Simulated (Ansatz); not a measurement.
# What (KF)1(LiCl)2 [001] superlattice, started as rocksalt type distorts into

Aim: this structure of (KF)1(LiCl)2 [001] superlattice, started as rocksalt type is to be tested for unstable modes, and one is followed downhill.

Program: Ansatz 0.2.0. Level of theory: DFT PBE, scalar-relativistic, plane waves, PAW. Results are calculated unless marked as measured.

Most raw output is cut from this account.

The structure was built from a prototype and need not be the compound's stable phase.

## 1. Set-up

The structure is tetragonal, space group I4/mmm (No. 139). Conventional cell: a = 3.633 Å, b = 3.633 Å, c = 18.005 Å, α = 90.00°, β = 90.00°, γ = 90.00°. Nearest to Cl lie 5 Li at 2.50 to 2.57 Å and 1 K at 3.20 Å. Nearest to F lie 4 K at 2.57 Å. Nearest to K lie 4 F at 2.57 Å and 2 Cl at 3.20 Å. Li has 5 Cl at 2.50 to 2.57 Å nearest. Farther neighbours and most contacts between anions are not listed.

Coordinates:

```cif
data_structure
_symmetry_space_group_name_H-M 'I4/mmm'
_symmetry_Int_Tables_number 139
_cell_length_a 3.6332
_cell_length_b 3.6332
_cell_length_c 18.0051
_cell_angle_alpha 90.000
_cell_angle_beta 90.000
_cell_angle_gamma 90.000
_cell_volume 237.67
loop_
_atom_site_label
_atom_site_type_symbol
_atom_site_symmetry_multiplicity
_atom_site_Wyckoff_symbol
_atom_site_fract_x
_atom_site_fract_y
_atom_site_fract_z
_atom_site_occupancy
Cl1 Cl 4 e 0.00000 0.00000 0.17763 1
F1 F 2 b 0.50000 0.50000 0.00000 1
K1 K 2 a 0.00000 0.00000 0.00000 1
Li1 Li 4 e 0.50000 0.50000 0.18374 1
```

## 2. Modes at Γ

The cell comes from relaxations at this level that are not shown. The zone centre is the only wavevector solved here; it holds the modes that light can see, as far as symmetry allows. The response to a homogeneous field gives the Born charges and the dielectric tensor, and its change with displacement the Raman tensors.

Contents of input.yaml:

```yaml
crystal:
  lattice:
    - [2.5690737821, 2.5690737821, 0.0]
    - [-2.5690737821, 2.5690737821, 0.0]
    - [2.5690737821, 0.0, 9.0025597777]
  atoms:
    - { symbol: Cl, position: [0.8223672624, 0.1776327376, 0.3552654752] }
    - { symbol: Cl, position: [0.1776327376, 0.8223672624, 0.6447345248] }
    - { symbol: F, position: [0.5, 0.5, 0.0] }
    - { symbol: K, position: [0.0, 0.0, 0.0] }
    - { symbol: Li, position: [0.3162586919, 0.6837413081, 0.3674826162] }
    - { symbol: Li, position: [0.6837413081, 0.3162586919, 0.6325173838] }
kpoints:
  mp_grid: { grid: [8, 8, 8] }
hamiltonian:
  xc: pbe
scf:
  occupations: { method: fixed }
output:
  eigenvalues: true
phonons:
  method: dfpt
  dielectric: true
  rigid_motions: translations
  raman: true
```

The run is started by

```bash
> ansatz run input.yaml --threads 4 --pin off --max-ram 14336MiB --backend cpu --events-out ev --progress --plain --runs-dir out
```

Elapsed: 12 min, on 4 threads of Arm Neoverse V2, shared host; peak memory 3.3 GiB.

This step gave:

* gap on the k-mesh: 5.092 eV
* volume per atom: 19.81 Å³
* sum-rule residual before enforcement: 4.11e-4 eV/Å²
* miss of the charge sum rule: 3.23e-5 e
* point group: 4/mmm
* highest optical mode at the zone centre (no LO-TO term): 286.6 cm⁻¹
* lowest optical zone-centre mode: -106.2 cm⁻¹
* mean high-frequency dielectric constant: 2.405
* largest Born charge (third of the trace): -1.217 e
* top of the zone-centre spectrum with the field: 377.6 cm⁻¹

Without the LO-TO term. Patterns of degenerate modes are one choice out of their space. Modes at Γ, with each element's share of the kinetic energy (negative means imaginary):

```csv
mode,frequency (cm⁻¹),symmetry,Cl %,F %,K %,Li %
1,-106.2,A2u,4,71,0,24
2,0.0,acoustic,50,13,27,10
3,0.0,acoustic,50,13,27,10
4,0.0,acoustic,50,13,27,10
5,48.3,Eu,37,17,42,4
6,48.3,Eu,37,17,42,4
7,105.1,Eg,92,0,0,8
8,105.1,Eg,92,0,0,8
9,134.5,A2u,30,1,69,0
10,167.2,Eu,13,0,0,87
11,167.2,Eu,13,0,0,87
12,175.3,A1g,95,0,0,5
13,176.3,Eg,8,0,0,92
14,176.3,Eg,8,0,0,92
15,228.6,A1g,5,0,0,95
16,240.4,Eu,0,69,31,0
17,240.4,Eu,0,69,31,0
18,286.6,A2u,17,14,4,66
```

Displacements in mode 1 (-106.2 cm⁻¹), the largest set to 1:
```
Cl1  0.00  0.00 -0.12
Cl2  0.00  0.00 -0.12
F3   0.00  0.00  1.00
K4   0.00  0.00 -0.02
Li5  0.00  0.00 -0.68
Li6  0.00  0.00 -0.68
```

Displacements in mode 17 (240.4 cm⁻¹), the largest set to 1:
```
Cl1 -0.01  0.00  0.00
Cl2 -0.01  0.00  0.00
F3   1.00  0.00  0.00
K4  -0.46  0.00  0.00
Li5 -0.04  0.00  0.00
Li6 -0.04  0.00  0.00
```

Before it was imposed, the acoustic sum rule was missed by 4.1e-4 eV/Å² and the charge sum rule by 3.2e-5 e. Small misses are needed for a sound result but don't prove that mesh and cutoff are converged. The lowest optical mode is imaginary, 106.2i cm⁻¹, so the energy falls along it.

## 3. The mode frozen in, largest atomic shift 0 Å

The mode followed lies at Γ with frequency 106.2i cm⁻¹, the softest among the wavevectors solved. At small amplitude the distorted cell has space group no. 107 by a symmetry search on the positions. The undistorted cell that holds it gives the zero of energy on the same k mesh.

Edit input.yaml of step 2 so:

```diff
@@ -17,9 +17,6 @@
 scf:
-  occupations: { method: fixed }
+  occupations: { method: gaussian, width: 0.02 }
 output:
+  forces: true
+  stress: true
   eigenvalues: true
-phonons:
-  method: dfpt
-  dielectric: true
-  rigid_motions: translations
-  raman: true
```

Wall time 2.3 s (4 threads); peak memory 0.47 GiB; 7.2 s of CPU time.

This step gave:

| Property | Result |
| --- | --- |
| pressure | -8.31e-4 GPa |
| energy from the undistorted cell | 0 meV/atom |

At this level the gap is 5.09 eV on the k-mesh of the self-consistent run, which can miss the band edges.

## 4. The mode frozen in, largest atomic shift 0.6 Å

The atoms are moved along the unstable eigenvector, the largest shift by 0.6 Å, with the cell fixed.

input.yaml, the sections that differ from step 3:

```yaml
crystal:
  lattice:
    - [2.5690737821, 2.5690737821, 0.0]
    - [-2.5690737821, 2.5690737821, 0.0]
    - [2.5690737821, 0.0, 9.0025597777]
  atoms:
    - { symbol: Cl, position: [0.8264571013, 0.1735428987, 0.3470857974] }
    - { symbol: Cl, position: [0.1817225765, 0.8182774235, 0.6365548471] }
    - { symbol: F, position: [0.4666761446, 0.5333238554, 0.0666477107] }
    - { symbol: K, position: [0.0006765473, -0.0006765473, -0.0013530946] }
    - { symbol: Li, position: [0.3390741538, 0.6609258462, 0.3218516923] }
    - { symbol: Li, position: [0.7065567701, 0.2934432299, 0.5868864599] }
# kpoints, hamiltonian, scf, output: as in step 3
```

Elapsed: 3.1 s, on 4 threads; peak memory 0.43 GiB.

Numbers from this step:

```yaml
pressure: -0.02739 GPa
gap_on_the_k_mesh: 5.494 eV
energy_from_the_undistorted_cell: -25.76 meV/atom
```

The energy, extrapolated to zero smearing, is -25.76 meV/atom against the undistorted cell.

The run ends at a pressure of -0.03 GPa, with forces up to 0.61 eV/Å.

## 5. Energy along the mode, all amplitudes (two of the runs are shown above)

An imaginary frequency means negative curvature, so the energy should fall and then rise again as anharmonic terms take over.

Numbers from this step:

* depth at the lowest point sampled: 25.76 meV/atom
* largest atomic shift at that point: 0.6 Å

Energy from the parent against largest atomic shift:

```csv
largest atomic shift (Å),energy from the parent (meV/atom)
0.000,0
0.040,-0.147
0.080,-0.587
0.140,-1.78
0.220,-4.34
0.320,-8.92
0.450,-16.6
0.600,-25.8
```

Displacement at unit largest shift by atom:

```csv
atom,x (Å),y (Å),z (Å),size
Cl1,0.00,0.00,-0.12,0.12
Cl2,0.00,0.00,-0.12,0.12
F3,0.00,0.00,1.00,1.00
K4,0.00,0.00,-0.02,0.02
Li5,0.00,0.00,-0.69,0.69
Li6,0.00,0.00,-0.69,0.69
```

The lowest of the steps tried is the last one, at 0.6 Å, 25.8 meV/atom below the parent; the bottom of the well need not coincide with a step.

## 6. Relaxing from the distorted cell

Starting from the lowest point found, all atoms and the cell are let go, so that strain and other modes of the same symmetry can join in.

Edit input.yaml of step 4 so:

```diff
@@ -17,3 +17,3 @@
 scf:
-  occupations: { method: gaussian, width: 0.02 }
+  occupations: { method: fixed }
 output:
@@ -22 +22,6 @@
   eigenvalues: true
+relax:
+  adjacent_minimum: "off"
+  f_tol: 0.002
+  max_steps: 120
+  cell: { stress_tol: 0.03 }
```

Wall time 43 s (4 threads); peak memory 0.48 GiB; 2.8 min of CPU time.

The steps of the relaxation:

```csv
step,energy less that of the first step (eV),largest force component (eV/Å),pressure (GPa),volume (Å³)
1,0.0000,0.6050,-0.03,118.84
2,-0.1038,0.5142,0.32,117.40
3,-0.2200,0.2461,0.87,116.06
4,-0.2384,0.2382,0.44,116.62
5,-0.2580,0.0723,0.15,118.11
6,-0.2574,0.0828,-0.28,120.14
7,-0.2613,0.0140,-0.04,119.06
8,-0.2614,0.0145,-0.01,118.85
9,-0.2615,0.0008,0.00,118.85
10*,-0.2621,0.0009,0.01,118.85
11,-0.2621,0.0011,0.00,118.93
12*,-0.2622,0.0011,0.00,118.93
```

Relaxation steps marked * repeat the geometry before them on a plane-wave basis chosen anew for their cell, so energy and pressure can jump there.

Forces are held to the 8 operations that the run works with; a distortion that breaks them can't arise in this run.

```csv
"conventional cell, symmetrised",before,after,change
a (Å),3.633,3.584,-1.3 %
b (Å),3.633,3.584,-1.3 %
c (Å),18.005,18.515,+2.8 %
volume (Å³/atom),19.81,19.82,+0.1 %
```

The atoms that moved most (Å, as changes of fractional coordinates times the final cell):

```csv
atom,dx,dy,dz,length
Li5,0.000,0.000,-0.423,0.423
Cl2,0.000,0.000,0.241,0.241
F3,0.000,0.000,0.106,0.106
Li6,0.000,0.000,0.103,0.103
Cl1,0.000,0.000,-0.055,0.055
K4,0.000,0.000,0.028,0.028
```

Final coordinates:

```xyz
6
Lattice="2.5344 2.5344 0.0000 -2.5344 2.5344 0.0000 2.5344 0.0000 9.2576" Properties=species:S:1:pos:R:3 pbc="T T T"
Cl    2.5344    2.5344    3.1584
Cl    0.0000    2.5344    6.1336
F     0.0000    2.5344    0.7232
K     0.0000    0.0000    0.0158
Li    0.0000    2.5344    2.5561
Li    2.5344    2.5344    5.5363
```

Numbers from this step:

* pressure: -0.001427 GPa
* gap on the k-mesh: 5.175 eV
* volume per atom: 19.82 Å³

The distorted start has space group I4mm; the relaxation ends in I4mm.

## 7. The new phase in its own primitive cell

The relaxed structure is symmetrised, reduced to its primitive cell and relaxed tightly, as its phonons need.

Contents of input.yaml:

```yaml
crystal:
  lattice:
    - [-1.7921147802, 1.7921147802, 9.2576495798]
    - [1.7921147802, -1.7921147802, 9.2576495798]
    - [1.7921147802, 1.7921147802, -9.2576495798]
  atoms:
    - { symbol: Cl, position: [0.1705822557, 0.1705822557, 0.0] }
    - { symbol: Cl, position: [0.8312717159, 0.8312717159, 0.0] }
    - { symbol: F, position: [0.5390616613, 0.5390616613, 0.0] }
    - { symbol: K, position: [0.0008551908, 0.0008551908, 0.0] }
    - { symbol: Li, position: [0.6380552382, 0.6380552382, 0.0] }
    - { symbol: Li, position: [0.2990106446, 0.2990106446, 0.0] }
kpoints:
  mp_grid: { grid: [8, 8, 8] }
hamiltonian:
  xc: pbe
scf:
  occupations: { method: fixed }
output:
  forces: true
  stress: true
  eigenvalues: true
relax:
  adjacent_minimum: "off"
  f_tol: 0.001
  max_steps: 60
  cell: { stress_tol: 0.01 }
```

Wall time 14 s (4 threads); peak memory 0.48 GiB.

Little changed from the start: no atom moved by 0.005 Å and no cell edge by 0.1 %.

This step gave:

```
pressure           : -4.30e-4 GPa
gap on the k-mesh  : 5.173 eV
direct gap on mesh : 5.361 eV
```

The largest force component left is 0.94 meV/Å and the pressure is 0.000 GPa, within the tolerances set. The cell now holds 19.82 Å³/atom.

## 8. Modes of the new phase

A relaxed structure may still be a saddle point, so its zone-centre modes are computed. The response to a homogeneous field gives the Born charges and the dielectric tensor, and its change with displacement the Raman tensors.

Contents of input.yaml:

```yaml
crystal:
  lattice:
    - [-1.7918946345, 1.7918946345, 9.2597479558]
    - [1.7918946345, -1.7918946345, 9.2597479558]
    - [1.7918946345, 1.7918946345, -9.2597479558]
  atoms:
    - { symbol: Cl, position: [0.1705900444, 0.1705900444, 0.0] }
    - { symbol: Cl, position: [0.8312497247, 0.8312497247, 0.0] }
    - { symbol: F, position: [0.5390891218, 0.5390891218, 0.0] }
    - { symbol: K, position: [0.0008503472, 0.0008503472, 0.0] }
    - { symbol: Li, position: [0.6380657156, 0.6380657156, 0.0] }
    - { symbol: Li, position: [0.2989917528, 0.2989917528, 0.0] }
kpoints:
  mp_grid: { grid: [8, 8, 8] }
hamiltonian:
  xc: pbe
scf:
  occupations: { method: fixed }
output:
  eigenvalues: true
phonons:
  method: dfpt
  dielectric: true
  rigid_motions: translations
  raman: true
```

The job ended after 16 min (4 threads; peak memory 3.2 GiB; 64 min of CPU time).

This step gave:

```
sum-rule residual before enforcement                    : 7.07e-4 eV/Å²
miss of the charge sum rule                             : 4.81e-5 e
point group                                             : 4mm
highest optical mode at the zone centre (no LO-TO term) : 475.8 cm⁻¹
lowest optical zone-centre mode                         : 47.43 cm⁻¹
mean high-frequency dielectric constant                 : 2.397
largest Born charge (third of the trace)                : 1.184 e
mean static dielectric constant                         : 12.85
top of the zone-centre spectrum with the field          : 510.6 cm⁻¹
```

Without the LO-TO term. Patterns of degenerate modes are one choice out of their space. The modes at Γ (shares of kinetic energy by element, %):

```csv
mode,frequency (cm⁻¹),symmetry,Cl %,F %,K %,Li %
1,0.0,acoustic,50,13,27,10
2,0.0,acoustic,50,13,27,10
3,0.0,acoustic,50,13,27,10
4,47.4,E,57,9,27,7
5,47.4,E,57,9,27,7
6,87.8,E,79,2,18,0
7,87.8,E,79,2,18,0
8,116.8,E,10,0,0,90
9,116.8,E,10,0,0,90
10,128.6,A1,58,10,26,6
11,168.4,A1,64,2,31,3
12,173.2,E,4,3,11,82
13,173.2,E,4,3,11,82
14,214.2,E,0,72,17,11
15,214.2,E,0,72,17,11
16,215.7,A1,17,53,14,17
17,357.8,A1,10,1,2,87
18,475.8,A1,1,22,0,78
```

Displacements in mode 5 (47.4 cm⁻¹), the largest set to 1:
```
Cl1 -0.04  0.00  0.00
Cl2  1.00  0.07  0.00
F3  -0.55 -0.04  0.00
K4  -0.65 -0.04  0.00
Li5 -0.40 -0.03  0.00
Li6  0.70  0.05  0.00
```

Displacements in mode 6 (87.8 cm⁻¹), the largest set to 1:
```
Cl1  1.00 -0.06  0.00
Cl2 -0.36  0.02  0.00
F3  -0.24  0.01  0.00
K4  -0.48  0.03  0.00
Li5  0.16 -0.01  0.00
Li6 -0.04  0.00  0.00
```

Optical modes at the zone centre, without and with the macroscopic field of the longitudinal modes; each column is sorted by frequency, so a row need not hold one and the same mode. Modes with and without the field, by row:

```csv
rank among optical modes,no field (cm⁻¹),"q along (1, 0, 0) (cm⁻¹)","q along (0, 0, 1) (cm⁻¹)"
1,47.4,47.4,47.4
2,47.4,51,47.4
3,87.8,87.8,87.8
4,87.8,89,87.8
5,116.8,116.8,116.8
6,116.8,128.6,116.8
7,128.6,150.4,139
8,168.4,168.4,173.2
9,173.2,173.2,173.2
10,173.2,192.7,175.2
11,214.2,214.2,214.2
12,214.2,215.7,214.2
13,215.7,357.8,233.4
14,357.8,362.2,388.1
15,475.8,475.8,510.6
```

Born charge (rows field, columns displacement) (e), principal values of the symmetric part by kind of site:

```csv
atom,atoms with these values,low,middle,high,mean
Cl1,1,-1.12,-1.12,-0.96,-1.07
Cl2,1,-1.25,-1.25,-0.92,-1.14
F3,1,-1.19,-1.16,-1.16,-1.17
K4,1,1.12,1.12,1.30,1.18
Li5,1,0.91,1.21,1.21,1.11
Li6,1,0.85,1.20,1.20,1.08
```

In full for Li6:

```
1.20 0.00 0.00
0.00 1.20 0.00
0.00 0.00 0.85
```

High-frequency dielectric tensor:

```
2.44 0.00 0.00
0.00 2.44 0.00
0.00 0.00 2.31
```

Static dielectric tensor (ions relaxed, fixed cell):

```
16.96  0.00  0.00
 0.00 16.96  0.00
 0.00  0.00  4.64
```

Transverse modes. Lines of the infrared spectrum (strongest = 100):

```csv
position (cm⁻¹),relative intensity
47,5.4
88,4.7
117,100
129,6.4
168,4.0
173,45
214,76
216,10
358,28
476,27
```

Activity x (w_L - w)^4 (n + 1)/w, 532 nm, 300 K; modes without the macroscopic field alone. Raman lines, with heights relative to the strongest:

```csv
position (cm⁻¹),relative intensity
47,0.0
88,46
117,1.1
129,100
168,30
173,39
214,22
216,18
358,66
476,1.2
```

Before it was imposed, the acoustic sum rule was missed by 7.1e-4 eV/Å² and the charge sum rule by 4.8e-5 e. Small misses are needed for a sound result but don't prove that mesh and cutoff are converged. The lowest optical mode is real, 47.4 cm⁻¹.

## 9. The phases reached

The phases reached along the modes that were followed are set side by side.

Energies are those of the first relaxation, on the mesh of the frozen mode; space group, volume and gap are those of the last relaxation. Phases, by row:

```csv
mode frozen in,space group,energy from parent (meV/atom),volume (Å³/atom),gap on mesh (eV),lowest zone-centre optical mode (cm⁻¹),largest shift (Å)
parent,I4/mmm,0,19.81,5.092,–,–
"q = (0, 0, 0), 106i cm⁻¹",I4mm,-69.46,19.82,5.173,47.4,0.789
```

## 10. Outcome

| Property | Result |
| --- | --- |
| unstable mode of the parent | q = (0, 0, 0), 106i cm⁻¹ |
| depth at the lowest point sampled | 25.8 meV/atom |
| largest atomic shift at that point | 0.6 Å |
| space group reached (within 0.01 Å) | I4mm |
| energy gained over the parent (first relaxation, on the mesh of the frozen mode) | 69.5 meV/atom |
| volume per atom, phase reached | 19.8 Å³ |
| gap on the k-mesh, phase reached | 5.17 eV |
| lowest optical zone-centre mode, phase reached | 47.4 cm⁻¹ |
| highest optical mode at the zone centre (no LO-TO term), phase reached | 476 cm⁻¹ |

What this shows: Along this mode the structure falls into I4mm, 69.5 meV/atom below the parent. At the parent's cell the well is 25.76 meV/atom deep on the steps tried, with its lowest point at a shift of 0.6 Å. That is the last step tried, so the steps alone don't bracket the bottom of the well. Relaxing atoms and cell changes the gain by +43.70 meV/atom against the lowest step (energies at zero smearing). Most of the total comes from this relaxation. The new phase has no imaginary mode at the zone centre of its cell; other wavevectors were not checked. Each path keeps the symmetry of its pattern, so a lower phase may lie along a pattern not tried. The starting cell was built on a prototype and not taken from a measurement, so the phase need not exist.

[Logs are printed without paths, hosts, clocks, repeated set-up lines and the standing remarks that a program may print on its own settings, such as how far it seeks lower states.]

[Hosts, paths, dates, database ids (printed as entryN), source tags and the programs' standing remarks are cut or masked in the printed files.]
